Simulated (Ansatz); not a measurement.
# Phonon transport in CeO2 (Fm-3m), part 2 of 2

Aim: the lattice thermal conductivity of CeO2 against temperature, and which phonons carry it.

Experimental results on record:
- thermal conductivity 10.8 W/m/K near room temperature (given in “Predicting the lattice thermal conductivity of solids by solving the Boltzmann transport equation: AFLOW - AAPL an automated, accurate and efficient framework”, 2017, arXiv:1611.05481)

Ansatz 0.2.0; DFT PBEsol, scalar-relativistic, plane waves, PAW; PAW set soft_1.

So far. Step 2 (A first coarse run): The start is under -0.92 GPa at this level and looks like an insulator or semiconductor on this mesh. Step 4 (Tight relaxation): The residual pressure is -5.5e-4 GPa, small enough for phonons. The relaxed cell has a = 5.399 Å (conventional setting).

### 6. Anharmonic force constants and conductivity

Pairs of atoms inside the cutoff are displaced in a supercell, the forces give the cubic constants, and these give the three-phonon rates of the Boltzmann equation.

Input file input.yaml:

```yaml
crystal:
  lattice:
    - [0.0, 2.6992869242, 2.6992869242]
    - [2.6992869242, 0.0, 2.6992869242]
    - [2.6992869242, 2.6992869242, 0.0]
  atoms:
    - { symbol: Ce, position: [0.0, 0.0, 0.0] }
    - { symbol: O, position: [0.25, 0.25, 0.25] }
    - { symbol: O, position: [0.75, 0.75, 0.75] }
kpoints:
  mp_grid: { grid: [12, 12, 12] }
hamiltonian:
  xc: pbesol
  pseudopotentials: { kind: paw, azcp: { folder: soft_1 }, xc_functional: pbe }
scf:
  occupations: { method: fixed }
  lower_state_search: "off"
output:
  eigenvalues: true
phonons:
  method: fd
  dielectric: true
  qmesh: [6, 6, 6]
  temperatures: { t_max: 1000, t_step: 50 }
  qpath:
    path:
      - [[0.0, 0.0, 0.0], [0.5, 0.0, 0.5], [0.5, 0.25, 0.75], [0.375, 0.375, 0.75], [0.0, 0.0, 0.0], [0.5, 0.5, 0.5], [0.625, 0.25, 0.625], [0.5, 0.25, 0.75], [0.5, 0.5, 0.5], [0.375, 0.375, 0.75]]
      - [[0.625, 0.25, 0.625], [0.5, 0.0, 0.5]]
    npoints: 10
  third_order: { supercell: [3, 3, 3], pair_cutoff: 4.825 }
  lattice_thermal_conductivity:
    qmesh: [19, 19, 19]
    temperatures: [100.0, 150.0, 200.0, 300.0, 400.0, 500.0, 600.0, 800.0]
    isotope_mass_variance:
      - { species: Ce, variance: 2.25e-05 }
      - { species: O, variance: 3.359e-05 }
    solution: relaxation_time
```

Started as:

```bash
$ ansatz run input.yaml --threads 18 --pin off --max-ram 92160MiB --backend cuda --events-out ev --progress --plain --runs-dir out --max-vram 78GiB
```

Numbers of over 12 decimals in the logs are rounded to 6 here.

What it wrote:

```text
Warning: phonons: the dynamical matrix that this run interpolates holds no multipole term above the dipole-dipole one, and a site of this crystal is no centre of inversion, so its interpolated transverse optical and acoustic branches and sound speeds can stay off near Gamma, and the density of states and the thermodynamics with them. What a run solves at a wave vector of phonons.qpoints, Gamma apart, where the deck admits one, is free of this, and under fd what a larger phonons.supercell samples
Warning: phonons.dielectric: true without phonons.rigid_motions: the static dielectric tensor ε⁰ will be withheld (ε∞, Z* and the rows of modes are given); for a crystal or a slab, whose only rigid motions are the translations, set phonons.rigid_motions: translations
[...]
Crystal: 18 atoms, lattice volume = 236.009 Å³
Basis set: ecut = 420 eV, 4599 PW (Γ), FFT grids on a1, a1+a2, 2a1+a3, exchange–correlation on 90×90×90 points (8 copies of the dense FFT grid, shifted against one another)
Bands: 90, of which v1, the nominal top of the filled ones, is band 72 counted from 1 (71 counted from 0)
Symmetry: 24 space group operations
k-points: 94 of 288
[...]
SCF iter   1: F=—  HF=-45672.718488 eV  |F-HF|=—  |Δ(HF+E_count)|=         —  Δρ=4.82e-8  dr2=6.74e-12  ethr=1.00e-12  ⟨swp⟩=3.0  Hψ=22372  notcnv=0
[...]
SCF iter   2: F=-45672.718488 eV  HF=-45672.718488 eV  |F-HF|=5.82e-11  |Δ(HF+E_count)|=  2.18e-11  Δρ=6.43e-8  dr2=1.01e-11  ethr=1.00e-12  ⟨swp⟩=4.9  Hψ=25835  notcnv=0
SCF 1 converged in 2 iterations: F = -45672.718488 eV  dr2 = 1.01e-11
[...]
Crystal: 3 atoms, lattice volume = 39.335 Å³
Basis set: ecut = 420 eV, 749 PW (Γ), exchange–correlation on 54×54×54 points (8 copies of the dense FFT grid, shifted against one another)
Bands: 16, of which v1, the nominal top of the filled ones, is band 12 counted from 1 (11 counted from 0)
Symmetry: 48 space group operations
k-points: 163 of 1728 (irreducible under 8 space group operations, time reversal used)
[...]
SCF iter   1: F=—  HF=-7612.119748 eV  |F-HF|=—  |Δ(HF+E_count)|=         —  Δρ=9.33e-8  dr2=2.22e-12  ethr=1.65e-9  ⟨swp⟩=4.0  Hψ=20140  notcnv=0  defer=139
eigensolver tolerance schedule: the retry pair's looser diagonalisation over-reported the residual by 178541.64 of it (diagonalisation noise at 0.11 of the residual, at the tolerance the schedule requests for it); recorded, not acted on — ethr = c·dr2/N_el stays at c = 1.0e-1
[...]
SCF 2 converged in 2 iterations: F = -7612.119748 eV  dr2 = 9.74e-12
[...]
symmetry images taken by strict's conditions (phonons.symmetry_images: auto; settled by no image being taken that strict refuses)
  supercell 10 (6 cells, vectors [1, 0, 0], [0, 1, 0], [0, 0, 6] in multiples of the cell's): 3 displaced members by 0.0025 Å; free energy -45672.718488 eV; taken off its force constants: by the sum rule 1.4e-4, by the symmetrisation 7.2e-5 eV/Å²; Γ matrix within 3.0e-5 eV/Å² of supercell 1's
[...]
q = [0.0000, 0.0000, 0.0000] (star 1, supercell 1; hermiticity 6.07e-17, symmetrization 4.45e-6): -0.00 -0.00 0.00 277.31 277.31 277.31 433.20 433.20 433.20
[...]
joined force constants: q→R imaginary residual 1.02e-18
  density of states and harmonic sums: on the 24×24×24 q-mesh, interpolated from the force constants of a 6×6×6 supercell (with the dipole–dipole term)
  largest difference from the sums on the solved wave vectors: F 3.79e-3 eV, S 4.98e-6 and C_V 1.16e-6 eV/K
  zero-point energy: 0.166622 eV/cell   skipped modes (ω ≤ 0): 3   left out of the sums: 2.41e-5 of the cell's modes: C_V's classical limit lies that fraction below 3 k_B per atom; for a crystal, a wire or a layer, F and S can be off by more, and a phonons.interpolated_qmesh denser along its periods is the remedy for the sampling
--- Third-order force constants: 121 member SCFs in a 3×3×3 supercell (pair cutoff 4.825 Å, amplitude 0.03 Å, SCF threshold 1.00e-9 eV, Σ member SCF iterations 1642) ---
[...]
sum-rule residual: 7.313e-1 → 2.193e-14 eV/Å³; symmetrization residual: 6.370e-3 eV/Å³; largest sum-rule correction relative to its orbit: 2.047e-1, on the orbit of the block of home site 0 with site 2 of cell (-2, -1, 0) and site 2 of cell (-2, -1, 0), whose norm before the correction was 1.007e0 eV/Å³
--- Lattice thermal conductivity: 19×19×19 mesh (220 irreducible points), tetrahedron method ---
  three-phonon and isotope scattering only; four-phonon, boundary and, in a metal, phonon-electron scattering are left out
  each conductivity is what the modes' populations carry and what the coherences between them add
  conductivity (a third of the tensor's trace), W/(m K), in the relaxation-time approximation:
       T (K)   relaxation time
      100.00           48.6577
      150.00           28.0209
      200.00           20.2019
      300.00           13.2833
      400.00           10.0223
      500.00            8.1024
      600.00            6.8325
      800.00            5.2524
```

Elapsed: 18 min, on 1 × NVIDIA GB200 with 18 threads of Arm Neoverse V2, shared host; peak memory 6.4 GiB.

This step gave:

```
lowest frequency on the path               : 0 cm⁻¹
zero-point energy                          : 0.1666 eV/cell
point group                                : m-3m
highest frequency                          : 571.3 cm⁻¹
Debye temperature from the second moment   : 611 K
κ at 300 K (relaxation time)               : 13.28 W/m/K
dipole term                                : run
mean free path at half of κ                : 10.1 nm
share of κ above the three lowest branches : 0.3
third-order blocks                         : 2787
periodic aliases dropped                   : 612
largest relative sum-rule correction       : 0.2047
displaced cells, third order               : 121
```

LO-TO term included. The phonon branches at the labelled points (cm⁻¹):

```csv
point,branch 1,branch 2,branch 3,branch 4,branch 5,branch 6,branch 7,branch 8,branch 9
Γ,0,0,0,277,277,433,433,433,530
halfway,85,85,189,256,256,334,437,437,549
X,134,134,179,231,231,258,438,438,571
halfway,134,154,186,224,232,284,418,450,564
W,134,196,196,201,210,360,360,463,556
halfway,133,177,195,210,235,320,395,456,556
K,130,169,192,214,273,280,417,443,557
halfway,104,104,169,250,327,380,384,440,529
Γ,0,0,0,277,277,433,433,433,530
halfway,87,87,148,295,295,410,413,413,522
L,116,116,209,340,340,370,370,401,505
halfway,122,153,201,264,312,326,392,435,532
U,130,169,192,214,273,280,417,443,557
halfway,133,177,195,210,235,320,395,456,556
W,134,196,196,201,210,360,360,463,556
halfway,124,162,198,258,275,357,371,445,537
L,116,116,209,340,340,370,370,401,505
halfway,122,153,201,264,312,326,392,435,532
K,130,169,192,214,273,280,417,443,557
jump to U,130,169,192,214,273,280,417,443,557
halfway,133,145,183,229,243,261,433,440,567
X,134,134,179,231,231,258,438,438,571
```

The phonon branches as a text plot (rows in cm⁻¹):

```
    559 |    **************                   *******        ****
    536 |****              ***********      **       *    ***
    512 |                             ******          ****
    488 |
    464 |           ****                        *****
    440 |***********    ************        ****     *    *******
    417 | *        **   **     **   ***   **  **      ** *   **
    393 |  *           *  *  **        *** ***  **      * ***
    369 |   *        **    ***           **       ********
    345 |    *       **    **            ***     *      * *
    321 |              *     **        **  **   *     ** ***
    298 |     *     *   * *    *     **    * ***      *     **
    274 |****      *     *     ******       *  *     *    ** **
    250 |    ******     *   ***                 *   **        ***
    226 |      ******  * * *                 *** * **       * ***
    202 |     *      *******            **********************
    179 |    *  ****** **** **         *     ***** **       *****
    155 |   *      **      *  *       *     *        *     *  **
    131 |  *    *************        *     ************* ********
    107 |     **            ** *       *****           ***
     83 | *  *                ***   ***
     60 |  **                  **   *
     36 |**                     ** *
     12 |*                       ***
         Γ       X    W  K        Γ      L     U  W     L   K|U X
```

Lattice thermal conductivity, RTA xx against temperature:

```csv
temperature (K),"lattice thermal conductivity, RTA xx (W/m/K)"
100,48.7
150,28.0
200,20.2
300,13.3
400,10.0
500,8.10
600,6.83
800,5.25
```

The modes has structure finer than the step of the table below, so its rows give means over 20 cm⁻¹, whole bins alone (the curve runs from -10 to 598 cm⁻¹). Peaks (cm⁻¹: height): Ce 123.9: 0.0425, 196.5: 0.0256; O 273.0: 0.0219, 437.5: 0.0444, 533.1: 0.0226.

Phonopy on the run's constants, 19x19x19 mesh, Gaussian sigma 4.3 cm⁻¹. Modes against wavenumber; means over each step; values in 1/cm⁻¹/cell:

```csv
wavenumber (cm⁻¹),Ce,O
0,2.2e-5,4.3e-6
20,2.9e-4,6.5e-5
40,0.00115,2.4e-4
60,0.00278,5.2e-4
80,0.00574,8.8e-4
100,0.0134,0.00129
120,0.0362,0.00147
140,0.0211,9.7e-4
160,0.0131,9.2e-4
180,0.0131,0.00312
200,0.0211,0.00870
220,0.00803,0.0119
240,0.00333,0.0171
260,0.00340,0.0192
280,0.00227,0.0197
300,0.00113,0.0172
320,6.4e-4,0.0163
340,4.1e-4,0.0153
360,2.4e-4,0.0139
380,8.6e-5,0.0165
400,9.7e-5,0.0166
420,2.1e-4,0.0233
440,3.3e-4,0.0376
460,5.5e-5,0.00905
480,0,4.1e-5
500,1.5e-5,8.1e-4
520,7.4e-4,0.0114
540,9.4e-4,0.0214
560,1.8e-4,0.0137
580,2.7e-6,8.2e-4
```

Distinct triplets, nearest first. Third order norms, by row:

| sites | side 1 (Å) | side 2 (Å) | side 3 (Å) | norm of the 27 components (eV/Å³) |
| --- | --- | --- | --- | --- |
| Ce-Ce-Ce | 0 | 0 | 0 | 0 |
| O-O-O | 0 | 0 | 0 | 37.89 |
| Ce-O-O | 0 | 2.34 | 2.34 | 18.84 |
| Ce-O-Ce | 0 | 2.34 | 2.34 | 19.34 |
| Ce-O-O | 2.34 | 2.34 | 2.7 | 1.859 |
| O-O-O | 0 | 2.7 | 2.7 | 6.489 |
| Ce-O-O | 2.34 | 2.34 | 3.82 | 1.771 |
| Ce-O-Ce | 2.34 | 2.34 | 3.82 | 2.873 |
| O-O-O | 2.7 | 2.7 | 3.82 | 0.459 |
| Ce-Ce-Ce | 0 | 3.82 | 3.82 | 7.323 |
| Ce-Ce-Ce | 3.82 | 3.82 | 3.82 | 0.702 |
| O-O-O | 0 | 3.82 | 3.82 | 1.615 |
| O-O-O | 3.82 | 3.82 | 3.82 | 0.057 |
| O-O-O | 3.82 | 3.82 | 3.82 | 0.149 |
| Ce-O-O | 2.34 | 2.7 | 4.48 | 0.776 |
| Ce-O-O | 2.34 | 3.82 | 4.48 | 0.38 |
| Ce-O-Ce | 2.34 | 3.82 | 4.48 | 0.7 |
| Ce-O-O | 0 | 4.48 | 4.48 | 0.954 |
| Ce-O-O | 3.82 | 4.48 | 4.48 | 0.159 |
| Ce-O-O | 3.82 | 4.48 | 4.48 | 0.063 |
| Ce-O-O | 2.7 | 4.48 | 4.48 | 0.228 |
| Ce-O-Ce | 3.82 | 4.48 | 4.48 | 0.233 |
| Ce-O-Ce | 3.82 | 4.48 | 4.48 | 0.173 |
| Ce-O-Ce | 0 | 4.48 | 4.48 | 1.193 |
| Ce-O-O | 2.34 | 2.34 | 4.68 | 0.924 |
| O-O-O | 2.7 | 3.82 | 4.68 | 0.126 |
| O-O-O | 2.7 | 3.82 | 4.68 | 0.209 |
| Ce-O-O | 4.48 | 4.48 | 4.68 | 0.12 |
| Ce-O-O | 2.34 | 4.48 | 4.68 | 0.212 |
| O-O-O | 0 | 4.68 | 4.68 | 0.366 |

Born charge (rows field, columns displacement) (e), principal values of the symmetric part by kind of site:

```
atom  atoms with these values    low  middle   high   mean
 Ce1                        1   5.77    5.77   5.77   5.77
  O2                        2  -2.88   -2.88  -2.88  -2.88
```

In full for O2:

```
-2.88  0.00  0.00
 0.00 -2.88  0.00
 0.00  0.00 -2.88
```

RTA, 300 K. Kappa by branch, by row:

```csv
branch (by rank),mean frequency (THz),mean rms speed (km/s),median lifetime (ps),share of kappa
1,3.4,1.3,4.02,0.161
2,4.04,2.64,2.85,0.286
3,5.68,2.29,1.41,0.253
4,7.51,2.83,0.84,0.066
5,8.49,3.7,0.804,0.091
6,10.02,4.17,0.687,0.094
7,12.05,2.75,0.672,0.041
8,13.19,1.2,0.629,0.007
9,16.21,1.29,0.214,0.002
```

Table of spectral kappa at 300 K, relaxation time (W/m/K/THz) by frequency; read off at these points:

| frequency (THz) | spectral kappa at 300 K, relaxation time (W/m/K/THz) |
| --- | --- |
| 0.25 | 0 |
| 0.75 | 1.59 |
| 1.25 | 2.19 |
| 1.75 | 1.94 |
| 2.25 | 2.02 |
| 2.75 | 1.93 |
| 3.25 | 1.87 |
| 3.75 | 2.03 |
| 4.25 | 1.53 |
| 4.75 | 1.25 |
| 5.25 | 0.737 |
| 5.75 | 0.514 |
| 6.25 | 0.392 |
| 6.75 | 0.414 |
| 7.25 | 0.526 |
| 7.75 | 0.837 |
| 8.25 | 1.02 |
| 8.75 | 1.02 |
| 9.25 | 0.735 |
| 9.75 | 0.690 |
| 10.25 | 0.661 |
| 10.75 | 0.387 |
| 11.25 | 0.519 |
| 11.75 | 0.359 |
| 12.25 | 0.261 |
| 12.75 | 0.176 |
| 13.25 | 0.0769 |
| 13.75 | 0.0165 |
| 14.25 | 0 |
| 14.75 | 0 |
| 15.25 | 0.00281 |
| 15.75 | 0.0199 |
| 16.25 | 0.0250 |
| 16.75 | 0.00919 |
| 17.25 | 1.4e-4 |

Relaxation-time solution. Table of share of κ carried by shorter paths by mean free path:

```csv
mean free path (nm),100 K,300 K,800 K
0.316,0,0.001,0.009
0.464,0,0.002,0.019
0.681,0,0.004,0.047
1,0,0.008,0.143
2.15,0,0.054,0.429
3.16,0.001,0.167,0.514
4.64,0.002,0.34,0.585
6.81,0.008,0.411,0.639
10,0.023,0.496,0.694
14.7,0.063,0.573,0.755
21.5,0.123,0.629,0.802
46.4,0.27,0.751,0.901
68.1,0.367,0.802,0.928
100,0.427,0.837,0.965
147,0.499,0.907,0.977
215,0.569,0.924,1
316,0.635,0.961,1
464,0.692,0.974,1
1000,0.842,1,1
1470,0.842,1,1
2150,0.92,1,1
3160,1,1,1
```

300 K; a sample spread over frequency. Mode lifetimes, by row, the first 40 of 90 rows:

| q1 | q2 | q3 | branch | frequency (THz) | rms speed (km/s) | three-phonon rate (1/ps) | isotope rate (1/ps) | lifetime (ps) | mean free path (nm) |
| --- | --- | --- | --- | --- | --- | --- | --- | --- | --- |
| 0 | 0.0526 | 0.0526 | 1 | 0.553 | 2.83 | 0.0152 | 7.32e-8 | 65.8 | 186 |
| 0 | 0.1579 | 0.1579 | 2 | 1.646 | 2.75 | 0.117 | 1.23e-5 | 8.58 | 23.6 |
| 0 | 0.2105 | 0.2105 | 1 | 2.173 | 2.65 | 0.197 | 4.25e-5 | 5.08 | 13.4 |
| 0 | 0.1579 | 0.2632 | 2 | 2.584 | 3.31 | 0.235 | 1.01e-4 | 4.26 | 14.1 |
| 0.0526 | 0.2632 | 0.3158 | 2 | 2.82 | 2.54 | 0.243 | 1.63e-4 | 4.11 | 10.5 |
| 0.0526 | 0.2105 | -0.1579 | 2 | 3.078 | 1.78 | 0.162 | 3.17e-4 | 6.16 | 10.9 |
| 0.0526 | 0.2632 | 0.3684 | 2 | 3.254 | 2.91 | 0.287 | 4.18e-4 | 3.47 | 10.1 |
| 0 | 0.3158 | 0.3684 | 1 | 3.354 | 1.99 | 0.269 | 5.96e-4 | 3.71 | 7.36 |
| 0.0526 | 0.2632 | -0.2105 | 1 | 3.467 | 1.12 | 0.217 | 9.67e-4 | 4.58 | 5.14 |
| 0.0526 | 0.1053 | 0.4211 | 2 | 3.544 | 2.22 | 0.244 | 0.00121 | 4.08 | 9.07 |
| 0.1053 | 0.2632 | 0.4211 | 2 | 3.599 | 3.13 | 0.368 | 0.00119 | 2.71 | 8.47 |
| 0.0526 | 0.2632 | -0.3158 | 1 | 3.694 | 0.68 | 0.259 | 0.00147 | 3.83 | 2.61 |
| 0 | 0.3684 | 0.4211 | 2 | 3.762 | 1.83 | 0.314 | 0.00148 | 3.17 | 5.8 |
| 0.1053 | 0.3158 | -0.3684 | 1 | 3.833 | 0.64 | 0.287 | 0.00166 | 3.46 | 2.2 |
| 0.1579 | 0.3684 | -0.3684 | 1 | 3.913 | 0.63 | 0.312 | 0.00177 | 3.19 | 2 |
| 0.1579 | 0.4211 | -0.3158 | 1 | 3.985 | 0.42 | 0.325 | 0.00191 | 3.06 | 1.27 |
| 0 | 0.2105 | -0.2632 | 2 | 4.026 | 3.47 | 0.506 | 4.47e-4 | 1.97 | 6.84 |
| 0.0526 | 0.4737 | -0.4211 | 2 | 4.308 | 1.78 | 0.355 | 6.12e-4 | 2.81 | 5.02 |
| 0 | 0.2632 | -0.2632 | 2 | 4.508 | 3.4 | 0.566 | 5.58e-4 | 1.77 | 6 |
| 0.1053 | 0.3684 | -0.4211 | 2 | 4.789 | 2.71 | 0.454 | 7.27e-4 | 2.2 | 5.96 |
| 0.0526 | 0.1579 | 0.3158 | 3 | 4.955 | 3.8 | 0.348 | 7.03e-4 | 2.86 | 10.9 |
| 0 | 0 | 0.3158 | 3 | 5.264 | 3.36 | 0.456 | 7.60e-4 | 2.19 | 7.34 |
| 0.0526 | 0.2105 | -0.2105 | 3 | 5.454 | 2.21 | 0.459 | 6.98e-4 | 2.17 | 4.81 |
| 0.0526 | 0.3158 | -0.3158 | 3 | 5.662 | 1.01 | 0.715 | 9.10e-4 | 1.4 | 1.42 |
| 0 | 0.3684 | -0.3684 | 3 | 5.766 | 0.36 | 1.19 | 7.44e-4 | 0.84 | 0.302 |
| 0.1579 | 0.3158 | -0.3684 | 3 | 5.865 | 0.99 | 0.801 | 0.00211 | 1.24 | 1.23 |
| 0.2105 | 0.4211 | -0.3158 | 3 | 5.955 | 2.59 | 0.787 | 0.00298 | 1.27 | 3.28 |
| 0 | 0.2105 | -0.4737 | 3 | 6.047 | 0.38 | 0.81 | 0.00244 | 1.23 | 0.471 |
| 0 | 0.1053 | -0.4737 | 3 | 6.172 | 0.49 | 0.826 | 0.00132 | 1.21 | 0.595 |
| 0.1053 | 0.3158 | 0.4737 | 3 | 6.327 | 2.26 | 0.819 | 9.29e-4 | 1.22 | 2.76 |
| 0.1053 | 0.4211 | -0.3684 | 4 | 6.485 | 1.76 | 1.11 | 8.80e-4 | 0.897 | 1.58 |
| 0.0526 | 0.3158 | -0.2632 | 4 | 6.675 | 1.57 | 1.24 | 9.52e-4 | 0.803 | 1.26 |
| 0.2105 | 0.4211 | -0.3684 | 5 | 6.821 | 3.73 | 1.47 | 0.00122 | 0.678 | 2.53 |
| 0 | 0.4211 | 0.4737 | 4 | 6.967 | 0.46 | 1.04 | 0.00125 | 0.963 | 0.438 |
| 0.0526 | 0.2632 | -0.3684 | 4 | 7.089 | 4.25 | 1.2 | 0.00149 | 0.834 | 3.55 |
| 0.0526 | 0.3158 | 0.4737 | 4 | 7.259 | 3.89 | 1.24 | 0.00161 | 0.804 | 3.13 |
| 0 | 0.3158 | 0.3158 | 5 | 7.413 | 1.03 | 1.15 | 0.00161 | 0.868 | 0.893 |
| 0.1053 | 0.3158 | -0.4211 | 5 | 7.569 | 3.78 | 1.36 | 0.00171 | 0.734 | 2.77 |
| 0 | 0.4737 | 0.4737 | 6 | 7.699 | 0.46 | 0.862 | 6.12e-4 | 1.16 | 0.534 |
| 0 | 0.2105 | 0.2105 | 4 | 7.824 | 1.12 | 0.951 | 0.00196 | 1.05 | 1.18 |

Without the LO-TO term. Gamma linewidths, by row:

```
branch  frequency (cm⁻¹)  three-phonon rate (1/ps)  isotope rate (1/ps)  FWHM (cm⁻¹)
     4             277.3                     0.405               0.0024         2.16
     5             277.3                     0.405               0.0024         2.16
     6             277.3                     0.405               0.0024         2.16
     7             433.2                       1.2               0.0141         6.45
     8             433.2                       1.2               0.0141         6.45
     9             433.2                       1.2               0.0141         6.45
```

W/m/K, third of the trace; RTA populations with a boundary rate v/L added to each mode (Matthiessen's rule). Kappa by grain size, by row:

| T (K) | bulk | 10 nm | 30 nm | 100 nm | 300 nm | 1000 nm | 10000 nm | 100000 nm |
| --- | --- | --- | --- | --- | --- | --- | --- | --- |
| 100 | 48.55 | 5.994 | 11.98 | 20.69 | 29.03 | 37.1 | 46.21 | 48.28 |
| 300 | 12.87 | 5.883 | 8.144 | 10.16 | 11.47 | 12.3 | 12.8 | 12.86 |
| 600 | 6.337 | 3.801 | 4.766 | 5.537 | 5.971 | 6.206 | 6.323 | 6.335 |

W/m/K, third of the trace; RTA populations with the isotope rates scaled. Kappa by mass disorder, by row:

```csv
T (K),no isotopes,as typed,variance x 3,variance x 10,variance x 30
100,48.96,48.55,47.79,45.56,41.13
300,12.89,12.87,12.82,12.66,12.26
600,6.342,6.337,6.326,6.288,6.185
```

At 300 K the relaxation-time value is 13.3 W/(m K).

### 7. What came out

```
highest frequency                          : 571.3 cm⁻¹
Debye temperature from the second moment   : 611 K
κ at 300 K (relaxation time)               : 13.28 W/m/K
mean free path at half of κ                : 10.1 nm
share of κ above the three lowest branches : 0.3
```

The lattice of CeO2 conducts 13.3 W/(m K) at 300 K by PBEsol (mean over directions, relaxation-time solution). Above 300 K the relaxation-time κ falls as T^-0.95, near the 1/T law of three-phonon scattering. Grains of 100 nm would keep 79 % of the bulk value at 300 K, and grains of 1 µm 96 %. Removing the natural isotope disorder raises κ at 300 K by 0 %. A measured thermal conductivity near room temperature is 10.8 W/m/K (arXiv:1611.05481); the calculated 13.3 W/m/K differs by +23 %. Four-phonon, defect and boundary scattering, which are left out, would lower the calculated value; thermal expansion is left out too. The last run computed the relaxation-time solution alone; it counts normal processes as resistive, so the full solution usually lies higher, most of all in good conductors. The sum rules changed one orbit of cubic constants by up to 20 %; by the manual a large change points to a short cutoff or, on a small and distant orbit, to noisy forces. The conductivities include the coherence part between close branches; the shares for grains, isotopes, branches and paths are of the relaxation-time populations alone. Cubic couplings among atoms farther apart than the pair cutoff are dropped, and neither the cutoff nor the q-mesh was shown to be converged here. The interpolation has no quadrupole term, so branches near the zone centre are less sure, since this crystal has sites that are not centres of inversion. The PAW files were made for PBE and are used here under another functional, for which the program regenerates the frozen cores.

[Logs are printed without paths, hosts, clocks, repeated set-up lines and the standing remarks that a program may print on its own settings, such as how far it seeks lower states.]

[Hosts, paths, dates, database ids (printed as entryN), source tags and the programs' standing remarks are cut or masked in the printed files.]

[A step with changed settings may run another functional than the one named; its input shows which.]
